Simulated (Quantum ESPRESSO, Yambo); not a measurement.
# SnO2 (Cassiterite): G0W0 with Yambo, start to end, part 2 of 3

Wanted: ground state, empty states, screening and self-energy for SnO2 (Cassiterite).

Quantum ESPRESSO 7.5 and Yambo 5.3.0; PBE and many-body steps on it, plane waves. Known limits of the many-body steps: not at the basis limit; coarse k mesh.

So far. Step 2 (Ground state): The gap is direct, at Γ. Step 3 (Bands along the symmetry lines): The gap is 1.299 eV, as in the run before at this level.

## 4. Empty states on the mesh, 4×4×4 mesh, 180 bands

Level of this step: DFT, PBE with spin-orbit coupling, plane waves, norm-conserving pseudopotentials (Quantum ESPRESSO).

The sums over transitions need many empty states on a uniform mesh; this step solves for them.

Input file pw.in:

```
&control
  calculation = 'nscf'
  prefix = 'x'
  outdir = 'o'
  pseudo_dir = 'pseudo'
/
&system
  ibrav = 0
  nat = 6
  ntyp = 2
  ecutwfc = 84.0
  nbnd = 180
  force_symmorphic = .true.
  noncolin = .true.
  lspinorb = .true.
/
&electrons
  conv_thr = 1e-9
  electron_maxstep = 80
  diago_full_acc = .true.
  diago_thr_init = 5e-6
/
ATOMIC_SPECIES
  Sn 118.71 Sn.upf
  O 15.999 O.upf
CELL_PARAMETERS angstrom
  4.7380000000 0.0000000000 0.0000000000
  0.0000000000 4.7380000000 0.0000000000
  0.0000000000 0.0000000000 3.1865000000
ATOMIC_POSITIONS crystal
  Sn 0.0000000000 0.0000000000 0.0000000000
  Sn 0.5000000000 0.5000000000 0.5000000000
  O 0.3071000000 0.3071000000 0.0000000000
  O 0.1929000000 0.8071000000 0.5000000000
  O 0.6929000000 0.6929000000 0.0000000000
  O 0.8071000000 0.1929000000 0.5000000000
K_POINTS automatic
  4 4 4 0 0 0
```

Command:

```
$ OMP_NUM_THREADS=1 mpirun -n 8 pw.x -nk 4 -in pw.in > pw.out
```

The program printed:

```text
[banner, memory and clock lines left out]
Program PWSCF v.7.5 starts

     Atomic positions and unit cell read from directory:
     o/x.save/

     Message from routine setup:
     using ibrav=0 with symmetry is DISCOURAGED, use correct ibrav instead

     bravais-lattice index     =            0
     lattice parameter (alat)  =       8.9535  a.u.
     unit-cell volume          =     482.7259 (a.u.)^3
     number of atoms/cell      =            6
     number of atomic types    =            2
     number of electrons       =        68.00
     number of Kohn-Sham states=          180
     kinetic-energy cutoff     =      84.0000  Ry
     charge density cutoff     =     336.0000  Ry
     Exchange-correlation= PBE
                           (   1   4   3   4   0   0   0)
     Non magnetic calculation with spin-orbit

     celldm(1)=   8.953522  celldm(2)=   0.000000  celldm(3)=   0.000000
     celldm(4)=   0.000000  celldm(5)=   0.000000  celldm(6)=   0.000000

     crystal axes: (cart. coord. in units of alat)
               a(1) = (   1.000000   0.000000   0.000000 )
               a(2) = (   0.000000   1.000000   0.000000 )
               a(3) = (   0.000000   0.000000   0.672541 )

     reciprocal axes: (cart. coord. in units 2 pi/alat)
               b(1) = (  1.000000  0.000000  0.000000 )
               b(2) = (  0.000000  1.000000  0.000000 )
               b(3) = (  0.000000  0.000000  1.486898 )
     Pseudo is Norm-conserving + core correction, Zval = 22.0
     Generated using ONCVPSP code by D. R. Hamann
     Using radial grid of 1668 points, 10 beta functions with:
     Pseudo is Norm-conserving + core correction, Zval =  6.0
     Generated using ONCVPSP code by D. R. Hamann
     Using radial grid of  936 points,  8 beta functions with:
     Sn               22.00   118.71000     Sn( 1.00)
     O                 6.00    15.99900     O ( 1.00)

      8 Sym. Ops., with inversion, found

   Cartesian axes

     site n.     atom                  positions (alat units)
         1        Sn     tau(   1) = (   0.0000000   0.0000000   0.0000000  )
         2        Sn     tau(   2) = (   0.5000000   0.5000000   0.3362706  )
         3        O      tau(   3) = (   0.3071000   0.3071000   0.0000000  )
         4        O      tau(   4) = (   0.1929000   0.8071000   0.3362706  )
         5        O      tau(   5) = (   0.6929000   0.6929000   0.0000000  )
         6        O      tau(   6) = (   0.8071000   0.1929000   0.3362706  )

     number of k points=    21
                       cart. coord. in units 2pi/alat
        k(    1) = (   0.0000000   0.0000000   0.0000000), wk =   0.0156250
        k(    2) = (   0.0000000   0.0000000   0.3717245), wk =   0.0312500
        k(    3) = (   0.0000000   0.0000000  -0.7434489), wk =   0.0156250
[...]
[... 9 further rows ...]
        k(   20) = (  -0.2500000   0.2500000  -0.3717245), wk =   0.0625000
        k(   21) = (  -0.2500000   0.2500000   0.7434489), wk =   0.0312500

     Dense  grid:    50163 G-vectors     FFT dimensions: (  54,  54,  36)

     The potential is recalculated from file :
     o/x.save/charge-density

     Starting wfcs are   84 randomized atomic wfcs +   96 random wfcs

     Band Structure Calculation

     End of band structure calculation

          k = 0.0000 0.0000 0.0000 (  6273 PWs)   bands (ev):

  -116.5388-116.5388-116.5387-116.5387 -77.6083 -77.6083 -77.6080 -77.6080
   -70.0696 -70.0696 -70.0691 -70.0691 -70.0389 -70.0389 -70.0387 -70.0387
   -10.0375 -10.0375  -9.5226  -9.5226  -9.3991  -9.3991  -9.3351  -9.3351
    -8.6750  -8.6750  -8.6004  -8.6004  -8.4374  -8.4374  -8.3264  -8.3264
[...]
[... 11 further rows ...]
[...]
54.8011  54.8011  56.4583  56.4593

          k = 0.0000 0.0000 0.3717 (  6286 PWs)   bands (ev):

  -116.5386-116.5386-116.5386-116.5386 -77.6087 -77.6087 -77.6085 -77.6085
[...]
[... 11 further rows ...]
[...]
54.4569  54.4569  55.6062  55.6062

          k = 0.0000 0.0000-0.7434 (  6274 PWs)   bands (ev):

  -116.5385-116.5385-116.5385-116.5385 -77.6090 -77.6090 -77.6090 -77.6090
[...]
21.0305  21.0305  21.0305  21.0305  21.9046  21.9046  21.9047  21.9047
     [... 11 further rows ...]
    51.4788  51.4788  51.4788  51.4788  51.9560  51.9560  51.9560  51.9560
    53.6942  53.6942  53.6942  53.6942

          k = 0.0000 0.2500 0.0000 (  6268 PWs)   bands (ev):

     [... further k-points ...]

     highest occupied, lowest unoccupied level (ev):    11.2514   12.5501

     XML data file, pseudopotentials, collected wavefunctions
```

Wall time 66 s (8 MPI ranks of Arm Neoverse V2, shared host); peak memory 1.2 GiB.

Numbers from this step:

```
gap                                                           : 1.299 eV
k of the valence top                                          : 0, 0, 0
k of the conduction bottom                                    : 0, 0, 0
least direct gap                                              : 1.299 eV
k points computed                                             : 21
lowest point of the top converged band, above the valence top : 42.04 eV
```

On this mesh the gap is 1.299 eV.

## 5. Conversion and set-up

This step: Yambo 5.3.0; conversion and set-up on PBE with spin-orbit coupling, plane waves, norm-conserving pseudopotentials.

The states are converted to the many-body program's format and the q mesh is built.

Command:

```
$ (cd o/x.save; p2y > p2y.log; mv SAVE ../..); yambo > setup.log
```

The program printed:

```text
 Yambo, version 5.3.0

 [02] CORE Variables Setup
 =========================

  [02.01] Unit cells
  ==================

  Cell kind             :  Unknown
  Atoms in the cell     :  Sn  O
  number of Sn atoms    :  2
  number of O  atoms    :   4

  List of atomic masses
  Mass of Sn    :  118.7100
  Mass of O     :  15.99900

  List of atomic coordinates    : [cc]
  Sn1       :  0.000000  0.000000  0.000000  order 1
  Sn2       :  4.476761  4.476761  3.010806  order 2
  O1       :  2.749627  2.749627  0.000000  order 3
  O2       :  1.727134  7.226388  3.010806  order 4
  O3       :  6.203896  6.203896  0.000000  order 5
  O4       :  7.226388  1.727134  3.010806  order 6

  Alat factors          :  8.953522  8.953522  6.021612 [a.u.]
  Direct lattice volume :  482.7259 [a.u.]
  Direct lattice vectors:  A[ 1 ]  A[ 2 ]  A[ 3 ]
   A[ 1 ]:  1.000000  0.000000  0.000000  [iru]
   8.953522  0.000000  0.000000  [cc]
   A[ 2 ]:  0.000000  1.000000  0.000000  [iru]
   0.000000  8.953522  0.000000  [cc]
   A[ 3 ]:  0.000000  0.000000  1.000000  [iru]
   0.000000  0.000000  6.021612  [cc]

  Recip. lattice volume :  0.513853 [a.u.]
  Recip. lattice vectors:  B[ 1 ]  B[ 2 ]  B[ 3 ]
   B[ 1 ]:  1.000000  0.000000  0.000000  [iku]
   0.701756  0.000000  0.000000  [cc]
   B[ 2 ]:  0.000000  1.000000  0.000000  [iku]
   0.000000  0.701756  0.000000  [cc]
   B[ 3 ]:  0.000000  0.000000  1.000000  [iku]
   0.000000  0.000000  1.043439  [cc]

  [02.02] Symmetries
  ==================

  Inversion symmetry    : yes
  Spatial inversion     : yes
  Inversion index       :   5
  K-space Time-reversal : no
  Magnetic symmetries   : no
  Group table correct   : yes
  Symmetries units      :  [cc]

   [S 1]:  1.000000  0.000000  0.000000  0.000000  1.000000  0.000000  0.000000  0.000000  1.000000
   [S 2]: -1.000000  0.000000  0.000000  0.000000 -1.000000  0.000000  0.000000  0.000000  1.000000
   [S 3]:  0.000000  1.000000  0.000000  1.000000  0.000000  0.000000  0.000000  0.000000 -1.000000
[...]
[S 7]:  0.000000 -1.000000  0.000000 -1.000000  0.000000  0.000000  0.000000  0.000000  1.000000
   [S 8]:  0.000000  1.000000  0.000000  1.000000  0.000000  0.000000  0.000000  0.000000  1.000000

  [02.03] Reciprocal space
  ========================

  nG shells         :  2955
  nG charge         :   50163
  nG WFs            :   7807
  nC WFs            :   6312
  G-vecs. in first 80 shells:  [ Number ]
     1    5    9   11   19   23   31   39   47
    63   67   69   73   81   89   97  105  113
   129  137  145  161  177  181  189  197  205
[...]
721   729   745   753   761   777   793   809
  ...
  Shell energy in first 80 shells:  [ mHa ]
[...]
8100.44      8333.29      8371.84      8423.76      8579.52      8710.12      8839.13      8864.30      8916.22
[...]
WF components:   6272

  [02.05] Energies & Occupations
  ==============================

  [X] === General ===
  [X] Electronic Temperature                        :  0.000000  0.000000 [eV K]
  [X] Bosonic    Temperature                        :  0.000000  0.000000 [eV K]
  [X] Finite Temperature mode                       : no
  [X] El. density                                   :  0.95062E+24 [cm-3]
  [X] Fermi Level                                   :  11.25141 [eV]

  [X] === Gaps and Widths ===
  [X] Conduction Band Min                           :  1.298651 [eV]
  [X] Valence Band Max                              :  0.000000 [eV]
  [X] Filled Bands                                  :   68
  [X] Empty Bands                                   :   69  180
  [X] Direct Gap                                    :  1.298651 [eV]
  [X] Direct Gap localized at k                     :  1
  [X] Indirect Gap                                  :  1.298651 [eV]
  [X] Indirect Gap between kpts                     :  1  1
  [X] Last valence band width                       :  1.251845 [eV]
  [X] 1st conduction band width                     :  5.187224 [eV]

  E @ K [ 1]:  [eV]
  -127.7902 -127.7902 -127.7901 -127.7901  -88.8597  -88.8597  -88.8594  -88.8594
[...]
[... 5 further rows ...]
[...]
occ @ K [ 1]
[...]
[... 5 further rows ...]
[...]
E @ K [ 2]:  [eV]
[...]
[... 5 further rows ...]
[...]
occ @ K [ 2]
[...]
E @ K [ 3]:  [eV]
[...]
occ @ K [ 3]
[...]
E @ K [ 8]:  [eV]
[...]
occ @ K [ 8]
[...]
E @ K [ 9]:  [eV]
[...]
occ @ K [ 9]
[...]
E @ K [10]:  [eV]
[...]
occ @ K [10]
[...]
E @ K [11]:  [eV]
[...]
occ @ K [11]
[...]
E @ K [12]:  [eV]
[...]
occ @ K [12]
[...]
E @ K [13]:  [eV]
[...]
occ @ K [13]
[...]
E @ K [14]:  [eV]
[...]
occ @ K [14]
[...]
[... 6 further k-points ...]
  E @ K [21]:  [eV]
[...]
occ @ K [21]
[...]
[... 5 further rows ...]
   0.000000  0.000000  0.000000  0.000000  0.000000  0.000000  0.000000  0.000000
   0.000000  0.000000  0.000000  0.000000  0.000000  0.000000  0.000000  0.000000

 [03] Transferred momenta grid and indexing
 ==========================================

 IBZ Q-points                                      :  21
 BZ  Q-points                                      :   64

 K/Q-points units:
 rlu = crystal or reduced units; cc = cartesian coordinates; iku = interal k-units

 Q [ 1]         [rlu]:  0.000000  0.000000  0.000000
 Q [ 2]         [rlu]:  0.000000  0.000000  0.250000
 Q [ 3]         [rlu]:  0.000000  0.000000 -0.500000
[...]
Q [ 8]         [rlu]:  0.000000 -0.500000  0.250000
 Q [ 9]         [rlu]:  0.000000 -0.500000 -0.500000
 Q [10]         [rlu]:  0.250000  0.250000  0.000000
     [... 9 further rows ...]
 Q [20]         [rlu]: -0.250000  0.250000 -0.250000
 Q [21]         [rlu]: -0.250000  0.250000  0.500000

  [03.01] X indexes
  =================

   [03.01.01] Sigma indexes
   ========================

 [06] Game Over & Game summary
```

Elapsed: 3.5 s, on 1 MPI rank; peak memory 0.25 GiB.

(Part 2 of 3 ends here.)

[Paths, hosts, dates, memory and timing lines, banners, echoed tables and standing remarks are left out of the program output.]

[Logs are printed without paths, hosts, clocks, repeated set-up lines and the standing remarks that a program may print on its own settings, such as how far it seeks lower states.]

[Runs of the session that timed out or met a known fault of the program may be left out.]

[Hosts, paths, dates, database ids (printed as entryN), source tags and the programs' standing remarks are cut or masked in the printed files.]
